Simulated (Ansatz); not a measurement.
# Stack of 1T-PtSe2 under alpha-Ga2S3 ferroelectric layer, shifted by two thirds of the diagonal in a perpendicular field

Wanted: the out-of-plane response of the stack of 1T-PtSe2 under alpha-Ga2S3 ferroelectric layer, shifted by two thirds of the diagonal. A positive field points along +c.

Program: Ansatz 0.2.0. Level of theory: plane-wave DFT, PBE-D3(BJ), Ansatz PAW. Results are calculated unless marked as measured.

## (1) The starting structure

The cell holds 8 atoms: 2 Se, 1 Pt, 3 S and 2 Ga. Cell: a = 3.700 Å, b = 3.700 Å, c = 54.022 Å, α = 90.0°, β = 90.0°, γ = 120.0°. Regions: layer 1: 1T-PtSe2, 3 atoms (2 Se and 1 Pt); layer 2: alpha-Ga2S3 ferroelectric layer, 5 atoms (3 S and 2 Ga). Vacuum lies along c.

## (2) Relaxing the slab

The starting cell is a guess, so the in-plane lattice and the atoms are relaxed first, with the slab cut off from its images along the normal.

Input file input.yaml:

```yaml
crystal:
  lattice:
    - [3.7, 0.0, 0.0]
    - [-1.85, 3.204293994, 0.0]
    - [0.0, 0.0, 54.0220032814]
  atoms:
    - { symbol: Se, position: [0.6666666667, 0.3333333333, 0.3933582376] }
    - { symbol: Pt, position: [0.0, 0.0, 0.4143470723] }
    - { symbol: Se, position: [0.3333333333, 0.6666666667, 0.435335907] }
    - { symbol: S, position: [0.6666666667, 0.3333333333, 0.4917943834] }
    - { symbol: Ga, position: [0.0, 0.0, 0.5126655943] }
    - { symbol: S, position: [0.0, 0.0, 0.5546855095] }
    - { symbol: Ga, position: [0.3333333333, 0.6666666667, 0.5835030426] }
    - { symbol: S, position: [0.6666666667, 0.3333333333, 0.6066417624] }
  periodic: [true, true, false]
kpoints:
  mp_grid: { grid: [12, 12, 1] }
hamiltonian:
  xc: pbe
  dispersion: d3bj
scf:
  occupations: { method: fermi_dirac, width: 0.05 }
  convergence: { dr2_threshold: 1.0e-09 }
relax:
  f_tol: 0.004
  max_steps: 90
  cell: {}
output:
  write_potential: true
  write_density: true
  volumetric_format: npy
```

The run is started by

```
$ ansatz run input.yaml --threads 4 --pin off --max-ram 8192MiB --backend cpu --events-out ev --progress --plain --runs-dir out
```

Numbers of over 12 decimals in the logs are rounded to 6 here.

What it wrote:

```text
Warning: relax.cell: scf.convergence.dr2_threshold = 1e-9 eV is looser than the 1.72712830094e-10 eV advised for a relaxation that steers and ends on the stress (1e-10 eV for each atom of the cell: 8, times the square of relax.cell.stress_2d_tol = 0.05 N/m over 21.5 Å (the atoms' height at the walk's start and 5 Å past either face), 2.323e-2 GPa, over a crystal's default 0.05). What an SCF threshold leaves in a stress goes as its square root, and in the free energy as the threshold itself, and one threshold admits the most on a small cell: [figures from the program's tests cut] Set scf.convergence.dr2_threshold to 1.72712830094e-10 eV or tighter. [rest of the remark cut]
Engine: ansatz 0.2.0, x86_64-unknown-linux-gnu
Pseudopotentials: kind: paw
Pseudopotential: Se, paw, valence charge 16, recommended cutoff 420 eV (normal), Se.paw.azcp
Pseudopotential: Pt, paw, valence charge 18, recommended cutoff 420 eV (normal), Pt.paw.azcp
Pseudopotential: S, paw, valence charge 6, recommended cutoff 420 eV (normal), S.paw.azcp
Pseudopotential: Ga, paw, valence charge 13, recommended cutoff 420 eV (normal), Ga.paw.azcp
Functional definition: PBE
  parameter kappa = 0.804
  parameter beta = 0.066725
  exchange = pbe_x(kappa = kappa, mu = beta*pi^2/3)
  correlation = pbe_c(beta = beta)
Crystal: 8 atoms, lattice volume = 640.479 Å³
Basis set: ecut = 420 eV, 12541 PW (Γ), exchange–correlation on 50×50×750 points (8 copies of the dense FFT grid, shifted against one another)
Bands: 57, of which v1, the nominal top of the filled ones, is band 47 counted from 1 (46 counted from 0)
Symmetry: 6 space group operations
Space group: P3m1 (ITA 156), of the structure as read, at distance tolerance 8.6e-5 Å
k-points: 19 of 144 (time reversal used)
Non-local potential: Se, projectors of the file, l = 0: 2, l = 1: 2, l = 2: 3, l = 3: 1
Non-local potential: Pt, projectors of the file, l = 0: 3, l = 1: 2, l = 2: 2, l = 3: 1
Non-local potential: S, projectors of the file, l = 0: 2, l = 1: 2, l = 2: 2
Non-local potential: Ga, projectors of the file, l = 0: 2, l = 1: 2, l = 2: 3, l = 3: 1
PAW form: soft (Blöchl's): semilocal exchange-correlation on the pseudo side does not see the compensation charge
PAW one-centre angular grid: Se, 590 points (default); XC on 64 Gauss nodes
PAW one-centre angular grid: Pt, 590 points (default); XC on 64 Gauss nodes
PAW one-centre angular grid: S, 110 points (default); XC on 64 Gauss nodes
PAW one-centre angular grid: Ga, 590 points (default); XC on 64 Gauss nodes
Initial density: superposition of atomic densities (neutral atoms: chi_scale 0, normalization atom), corrected by the library's trained network
Initial wavefunctions: pseudopotential atomic-orbital guess
Functional: x = pbe(κ = 0.804, μ = 0.219515), c = pbe(β = 0.066725)
SCF iter   1: F=—  HF=-33739.234198 eV  |F-HF|=—  |Δ(HF+E_count)|=         —  Δρ=1.35e-3  dr2=3.86e-2  ethr=1.77e-3  ⟨swp⟩=15.2  Hψ=6920  notcnv=0  defer=22
preconditioner: auto → Resta (q_TF=auto, 1.982 Å⁻¹)  ε∞=1.9  [insulator: Δε(μ)=1.218 eV  Ē_g=12.371 eV  σ=0.050 eV  W_gap=1.00  n_scr=64 (ndim 8)  ℏωp=11.9 eV  f_vac=0.722  D(μ)=0.00/eV (n_scr^D=0)  ε∞_Penn≈1.9  vacuum switching on, ρ_ref=1.1e-2 e/Å³]
SCF iter   2: F=—  HF=-33739.241528 eV  |F-HF|=—  |Δ(HF+E_count)|=   7.33e-3  Δρ=1.09e-3  dr2=9.63e-2  ethr=4.11e-5  ⟨swp⟩=3.8  Hψ=2726  notcnv=0  defer=74
SCF iter   3: F=—  HF=-33739.233621 eV  |F-HF|=—  |Δ(HF+E_count)|=   7.91e-3  Δρ=4.86e-4  dr2=8.21e-3  ethr=4.11e-5  ⟨swp⟩=3.1  Hψ=1389  notcnv=0  defer=74
SCF iter   4: F=—  HF=-33739.233320 eV  |F-HF|=—  |Δ(HF+E_count)|=   3.00e-4  Δρ=2.43e-4  dr2=1.20e-3  ethr=8.73e-6  ⟨swp⟩=2.4  Hψ=1585  notcnv=0  defer=67
SCF iter   5: F=—  HF=-33739.233329 eV  |F-HF|=—  |Δ(HF+E_count)|=   8.08e-6  Δρ=1.01e-4  dr2=1.79e-4  ethr=1.28e-6  ⟨swp⟩=3.1  Hψ=1837  notcnv=0  defer=67
SCF iter   6: F=—  HF=-33739.233350 eV  |F-HF|=—  |Δ(HF+E_count)|=   2.14e-5  Δρ=6.39e-5  dr2=4.60e-5  ethr=1.91e-7  ⟨swp⟩=2.6  Hψ=1543  notcnv=0  defer=67
SCF iter   7: F=—  HF=-33739.233332 eV  |F-HF|=—  |Δ(HF+E_count)|=   1.77e-5  Δρ=3.28e-5  dr2=4.23e-6  ethr=4.89e-8  ⟨swp⟩=3.0  Hψ=1936  notcnv=0  defer=67
SCF iter   8: F=—  HF=-33739.233280 eV  |F-HF|=—  |Δ(HF+E_count)|=   5.22e-5  Δρ=1.51e-5  dr2=1.05e-6  ethr=4.50e-9  ⟨swp⟩=3.1  Hψ=2232  notcnv=0  defer=67
SCF iter   9: F=—  HF=-33739.233282 eV  |F-HF|=—  |Δ(HF+E_count)|=   1.55e-6  Δρ=5.40e-6  dr2=1.82e-7  ethr=1.12e-9  ⟨swp⟩=2.8  Hψ=1931  notcnv=0  defer=67
SCF iter  10: F=—  HF=-33739.233282 eV  |F-HF|=—  |Δ(HF+E_count)|=   1.18e-7  Δρ=2.33e-6  dr2=4.89e-8  ethr=1.93e-10  ⟨swp⟩=2.9  Hψ=2027  notcnv=0  defer=67
SCF iter  11: F=—  HF=-33739.233282 eV  |F-HF|=—  |Δ(HF+E_count)|=  9.82e-10  Δρ=8.63e-7  dr2=7.67e-9  ethr=5.20e-11  ⟨swp⟩=3.2  Hψ=1947  notcnv=0  defer=67
SCF iter  12: F=—  HF=-33739.233282 eV  |F-HF|=—  |Δ(HF+E_count)|=   2.15e-8  Δρ=4.65e-7  dr2=1.33e-8  ethr=8.16e-12  ⟨swp⟩=3.2  Hψ=2034  notcnv=0  defer=67
SCF iter  13: F=-33739.233282 eV  HF=-33739.233282 eV  |F-HF|=2.33e-9  |Δ(HF+E_count)|=   2.88e-9  Δρ=1.99e-7  dr2=2.67e-10  ethr=1.06e-12  ⟨swp⟩=9.7  Hψ=7874  notcnv=0
SCF 1 converged in 13 iterations: F = -33739.233282 eV  dr2 = 2.67e-10
  greatest PAW one-centre occupation: 1.000 electrons in one spin orbital (limit 2), on the Pt atom at site 1 (counted from 0), in its partial waves of l = 0
relax step   1: F+E_penalty+E_count = -33739.23328172 eV  Δ(F+E_penalty+E_count) = +0.000e0 eV  max|allowed force component| = 2.650e0 eV/Å  Δτ_max = 0.0000 Å  P = +3.373 N/m  Ω = 640.479 Å³  fix = [c, alpha, beta]  reactions: c +0.000 N/m  (13 SCF iters, accepted)
Crystal: 8 atoms, lattice volume = 640.254 Å³
Basis set: ecut = 420 eV, 12529 PW (Γ), exchange–correlation on 50×50×750 points (8 copies of the dense FFT grid, shifted against one another)
Initial density: handed on by an earlier stage of this run
Initial wavefunctions: those handed on with the density
iter 1 solved again at ethr=1.09e-4 eV; its pass at ethr=3.10e-3 eV (dr2=1.02e-1 eV) is discarded
SCF iter   1: F=—  HF=-33739.851837 eV  |F-HF|=—  |Δ(HF+E_count)|=         —  Δρ=4.39e-3  dr2=1.04e-1  ethr=1.09e-4  ⟨swp⟩=4.6  Hψ=6524  notcnv=0
preconditioner: auto → Resta (q_TF=auto, 1.982 Å⁻¹)  ε∞=2.0  [insulator: Δε(μ)=1.278 eV  Ē_g=12.182 eV  σ=0.050 eV  W_gap=1.00  n_scr=64 (ndim 8)  ℏωp=11.9 eV  f_vac=0.720  D(μ)=0.00/eV (n_scr^D=0)  ε∞_Penn≈2.0  vacuum switching on, ρ_ref=1.1e-2 e/Å³]
SCF iter   2: F=—  HF=-33739.843271 eV  |F-HF|=—  |Δ(HF+E_count)|=   8.57e-3  Δρ=2.57e-3  dr2=8.52e-2  ethr=1.09e-4  ⟨swp⟩=5.4  Hψ=2369  notcnv=0  defer=6
[...]
SCF iter   9: F=—  HF=-33739.899837 eV  |F-HF|=—  |Δ(HF+E_count)|=   4.86e-5  Δρ=5.91e-6  dr2=2.49e-7  ethr=2.28e-9  ⟨swp⟩=3.0  Hψ=2180  notcnv=0  defer=54
SCF iter  10: F=—  HF=-33739.899837 eV  |F-HF|=—  |Δ(HF+E_count)|=   6.42e-8  Δρ=2.38e-6  dr2=9.36e-8  ethr=2.65e-10  ⟨swp⟩=3.3  Hψ=2288  notcnv=0  defer=54
SCF iter  11: F=—  HF=-33739.899837 eV  |F-HF|=—  |Δ(HF+E_count)|=   6.09e-9  Δρ=8.86e-7  dr2=1.30e-8  ethr=9.96e-11  ⟨swp⟩=3.1  Hψ=1699  notcnv=0  defer=54
SCF iter  12: F=-33739.899837 eV  HF=-33739.899837 eV  |F-HF|=1.03e-9  |Δ(HF+E_count)|=   3.67e-9  Δρ=3.54e-7  dr2=8.88e-10  ethr=1.06e-12  ⟨swp⟩=9.9  Hψ=9272  notcnv=0
SCF 3 converged in 12 iterations: F = -33739.899837 eV  dr2 = 8.88e-10
relax step   3: F+E_penalty+E_count = -33739.89983732 eV  Δ(F+E_penalty+E_count) = -6.438e-2 eV  max|allowed force component| = 3.528e-1 eV/Å  Δτ_max = 0.1405 Å  P = -1.182 N/m  Ω = 630.393 Å³  energy of the carried Pulay correction = +5.270e-4 eV  fix = [c, alpha, beta]  reactions: c -0.000 N/m  (12 SCF iters, accepted)
[...]
relax step   4: F+E_penalty+E_count = -33739.90948529 eV  Δ(F+E_penalty+E_count) = -9.648e-3 eV  max|allowed force component| = 6.307e-2 eV/Å  Δτ_max = 0.0401 Å  P = -0.029 N/m  Ω = 623.675 Å³  energy of the carried Pulay correction = +8.828e-4 eV  fix = [c, alpha, beta]  reactions: c -0.000 N/m  (12 SCF iters, accepted)
[...]
relax step   5: F+E_penalty+E_count = -33739.90979575 eV  Δ(F+E_penalty+E_count) = -3.105e-4 eV  max|allowed force component| = 2.398e-2 eV/Å  Δτ_max = 0.0335 Å  P = -0.049 N/m  Ω = 624.337 Å³  energy of the carried Pulay correction = +8.475e-4 eV  fix = [c, alpha, beta]  reactions: c -0.000 N/m  (12 SCF iters, accepted)
[...]
relax step   6: F+E_penalty+E_count = -33739.90997855 eV  Δ(F+E_penalty+E_count) = -1.828e-4 eV  max|allowed force component| = 6.525e-3 eV/Å  Δτ_max = 0.0171 Å  P = -0.010 N/m  Ω = 624.302 Å³  energy of the carried Pulay correction = +8.494e-4 eV  fix = [c, alpha, beta]  reactions: c -0.000 N/m  (11 SCF iters, accepted)
[...]
relax step   7: F+E_penalty+E_count = -33739.90998601 eV  Δ(F+E_penalty+E_count) = -7.460e-6 eV  max|allowed force component| = 2.052e-3 eV/Å  Δτ_max = 0.0003 Å  P = +0.001 N/m  Ω = 624.225 Å³  energy of the carried Pulay correction = +8.535e-4 eV  fix = [c, alpha, beta]  reactions: c +0.000 N/m  (7 SCF iters, accepted)
Initial wavefunctions: pseudopotential atomic-orbital guess (no wavefunctions were taken with the density)
iter 1 solved again at ethr=3.24e-7 eV; its pass at ethr=3.10e-3 eV (dr2=3.05e-4 eV) is discarded
SCF iter   1: F=—  HF=-33739.909169 eV  |F-HF|=—  |Δ(HF+E_count)|=         —  Δρ=1.85e-5  dr2=5.15e-7  ethr=3.24e-7  ⟨swp⟩=5.6  Hψ=11378  notcnv=0
SCF iter   2: F=—  HF=-33739.909142 eV  |F-HF|=—  |Δ(HF+E_count)|=   2.65e-5  Δρ=1.18e-5  dr2=2.83e-7  ethr=5.48e-10  ⟨swp⟩=4.1  Hψ=3262  notcnv=0
SCF iter   3: F=—  HF=-33739.909142 eV  |F-HF|=—  |Δ(HF+E_count)|=   1.24e-7  Δρ=2.11e-6  dr2=1.27e-7  ethr=3.01e-10  ⟨swp⟩=2.3  Hψ=1958  notcnv=0
SCF iter   4: F=—  HF=-33739.909142 eV  |F-HF|=—  |Δ(HF+E_count)|=   6.14e-9  Δρ=1.74e-6  dr2=2.09e-7  ethr=1.35e-10  ⟨swp⟩=3.0  Hψ=2166  notcnv=0
SCF iter   5: F=—  HF=-33739.909142 eV  |F-HF|=—  |Δ(HF+E_count)|=   1.76e-8  Δρ=6.57e-7  dr2=1.49e-8  ethr=1.35e-10  ⟨swp⟩=2.0  Hψ=1176  notcnv=0
SCF iter   6: F=—  HF=-33739.909142 eV  |F-HF|=—  |Δ(HF+E_count)|=   1.42e-9  Δρ=3.52e-7  dr2=1.78e-9  ethr=1.59e-11  ⟨swp⟩=2.6  Hψ=1645  notcnv=0
SCF iter   7: F=-33739.909142 eV  HF=-33739.909142 eV  |F-HF|=3.35e-10  |Δ(HF+E_count)|=  3.86e-10  Δρ=1.63e-7  dr2=1.05e-10  ethr=1.06e-12  ⟨swp⟩=16.5  Hψ=8220  notcnv=0
SCF 8 converged in 7 iterations: F = -33739.909142 eV  dr2 = 1.05e-10
relax step   8: F+E_penalty+E_count = -33739.90914247 eV  Δ(F+E_penalty+E_count) = +8.435e-4 eV  max|allowed force component| = 2.029e-3 eV/Å  Δτ_max = 0.0000 Å  P = +0.001 N/m  Ω = 624.225 Å³  fix = [c, alpha, beta]  reactions: c +0.000 N/m  stress off target by 1.36e-3 N/m on what of the cell is left free  SCF on the basis re-selected at this cell (its energy is not comparable with the rows above)  (7 SCF iters)
basis re-selected at this cell: Δ(F+E_penalty+E_count) = +8.435e-4 eV, ΔP = +0.001 N/m vs the last step (what re-selecting the basis moved, of the pressure what is left beyond the Pulay correction that the steps carried, after the strain that the cell walked since its last selection, with what the two solves' SCF thresholds leave and, on support functions, any second-order correction that the steps lacked; it is no m [...]
SCF converged after 7 iterations
Free energy (F): -33739.909142 eV
Harris-Foulkes:  -33739.909142 eV  (|F-HF|=3.35e-10)
Internal energy: -33739.909142 eV  (E = F + TS)
E sigma→0 (E₀):  -33739.909142 eV
Entropy (-TS):   -0.000000 eV (-0.000 meV/atom)
Fermi energy:    -5.455875 eV
--- Per-component energies (eV) ---
  E_band       = -2569.638425
  E_kinetic    = 1425.125016
  E_local      = -633087.819843  (includes V_loc(G=0)·N_el)
  E_nonlocal   = -49.965309
  E_hartree    = 315360.270179
  E_xc         = -897.757994
  E_vxc        = -875.202801  (∫ρ·V_xc dr)
  E_paw        = -19063.348996  (= ΣΔE_a)
  E_vpaw       = -702.314845  (= ΣTr[D̂ρ^β])
  E_aug_tail   = -0.001202  (compensation charges beyond the density's cutoff)
  E_ewald      = 302576.025158
  E_disp       = -2.436150  (pairwise vdW)
  E_smearing   = -0.000000  (= −TS)
  E_closure    = -0.000000  (closes the sum)
  Σ components = -33739.909142   (vs F -33739.909142, Δ=0.00e0)
--- Forces (eV/Å), atoms counted from 1 ---
  atom   1  Se     0.00000000     0.00000000    -0.00043370
  atom   2  Pt    -0.00000000     0.00000000     0.00012744
  atom   3  Se    -0.00000000    -0.00000000     0.00023502
  atom   4  S     -0.00000000    -0.00000000    -0.00141792
  atom   5  Ga     0.00000000     0.00000000     0.00202950
  atom   6  S      0.00000000    -0.00000000    -0.00105414
  atom   7  Ga     0.00000000    -0.00000000     0.00190640
  atom   8  S      0.00000000     0.00000000    -0.00138993
  max |Σ_I F_I| component: 2.66e-6 eV/Å
--- 2D stress c σ (N/m, compression-positive) ---
        0.001360      -0.000000       0.000000
       -0.000000       0.001360       0.000000
        0.000000       0.000000       0.000000
  P = ½ c Tr σ = 0.0014 N/m
--- Band table (eV; the first three rows and the last of 19) ---
  k-point 0: bands = [... 43 lower, -6.4857, -6.4857, -6.1949, -6.1949, -4.4770, -3.3430, -3.2607, -3.2607, ... 6 higher]
  k-point 1: bands = [... 43 lower, -6.5713, -6.3190, -6.1872, -6.1860, -4.1446, -3.7382, -3.3773, -3.0315, ... 6 higher]
  k-point 2: bands = [... 43 lower, -6.5800, -6.2721, -6.2448, -6.2394, -4.5942, -3.6194, -3.5920, -2.8347, ... 6 higher]
  k-point 18: bands = [... 43 lower, -8.0407, -7.2501, -7.2185, -6.5430, -4.5817, -4.4005, -3.5326, -2.9451, ... 6 higher]
  the weakly bound empty levels are not read free of the cell's end (no_gap_told)
--- Relaxed structure (7 steps of the walk, 7 accepted, 1 SCFs on fresh bases) ---
  F+E_penalty+E_count = -33739.90914247 eV   max|allowed force component| = 2.029e-3 eV/Å   (the final SCF, on the basis selected at the relaxed cell)
  cell:  # Å, volume = 624.2251 Å³
    - [3.652750, 0.0, 0]
    - [-1.826375, 3.163374, 0]
    - [0, 0, 54.0220032814]
  atoms:
    - { symbol: Se, position: [0.666667, 0.333333, 0.390299] }
    - { symbol: Pt, position: [-2.132739699890185e-17, -1.8503717076816665e-17, 0.415480] }
    - { symbol: Se, position: [0.333333, 0.666667, 0.440315] }
    - { symbol: S, position: [0.666667, 0.333333, 0.494005] }
    - { symbol: Ga, position: [-2.2074063260561077e-17, -1.8503717076816684e-17, 0.513107] }
    - { symbol: S, position: [-2.3372176944086454e-17, -1.850371707681668e-17, 0.553926] }
    - { symbol: Ga, position: [0.333333, 0.666667, 0.582146] }
    - { symbol: S, position: [0.666667, 0.333333, 0.603053] }
```

Elapsed: 5.7 min, on 4 threads of Intel Xeon at 2.50GHz (Skylake/Cascade Lake), shared host; peak memory 1.5 GiB.

The steps of the relaxation:

```
step  energy less that of the first step (eV)  largest force component (eV/Å)  volume (Å³)
   1                                   0.0000                          2.6500       640.48
   2                                  -0.6022                          0.4357       640.25
   3                                  -0.6666                          0.3528       630.39
   4                                  -0.6762                          0.0631       623.68
   5                                  -0.6765                          0.0240       624.34
   6                                  -0.6767                          0.0065       624.30
   7                                  -0.6767                          0.0021       624.23
  8*                                  -0.6759                          0.0020       624.23
```

Relaxation steps marked * repeat the geometry before them on a plane-wave basis chosen anew for their cell, so energy and pressure can jump there.

Forces are held to the 6 operations that the run works with; a distortion that breaks them can't arise in this run.

```
cell as run  before  after  change
      a (Å)   3.700  3.653  -1.3 %
      b (Å)   3.700  3.653  -1.3 %
```

The atoms that moved most (Å, along periodic axes as changes of fractional coordinates times the final cell, across vacuum about the mean position):

```
atom     dx     dy      dz  length
 Se3  0.000  0.000   0.269   0.269
  S8  0.000  0.000  -0.194   0.194
 Se1  0.000  0.000  -0.165   0.165
  S4  0.000  0.000   0.119   0.119
 Ga7  0.000  0.000  -0.073   0.073
 Pt2  0.000  0.000   0.061   0.061
  S6  0.000  0.000  -0.041   0.041
 Ga5  0.000  0.000   0.024   0.024
```

The relaxed structure:

```cif
data_structure
_symmetry_space_group_name_H-M 'P 1'
_symmetry_Int_Tables_number 1
_cell_length_a 3.6528
_cell_length_b 3.6528
_cell_length_c 54.0220
_cell_angle_alpha 90.000
_cell_angle_beta 90.000
_cell_angle_gamma 120.000
_cell_volume 624.23
loop_
_atom_site_label
_atom_site_type_symbol
_atom_site_fract_x
_atom_site_fract_y
_atom_site_fract_z
_atom_site_occupancy
Se1 Se 0.66667 0.33333 0.39030 1
Pt2 Pt 0.00000 0.00000 0.41548 1
Se3 Se 0.33333 0.66667 0.44032 1
S4 S 0.66667 0.33333 0.49400 1
Ga5 Ga 0.00000 0.00000 0.51311 1
S6 S 0.00000 0.00000 0.55393 1
Ga7 Ga 0.33333 0.66667 0.58215 1
S8 S 0.66667 0.33333 0.60305 1
```

The lattice constant a goes from 3.700 to 3.653 Å.

(Continued in part 2 of 3.)

[Logs are printed without paths, hosts, clocks, repeated set-up lines and the standing remarks that a program may print on its own settings, such as how far it seeks lower states.]

[Hosts, paths, dates, database ids (printed as entryN), source tags and the programs' standing remarks are cut or masked in the printed files.]

[Maps of the electrostatic potential energy from Ansatz leave out the sawtooth potential of an applied field or a dipole correction, so their vacuum need not be flat; planar profiles and work functions include it.]
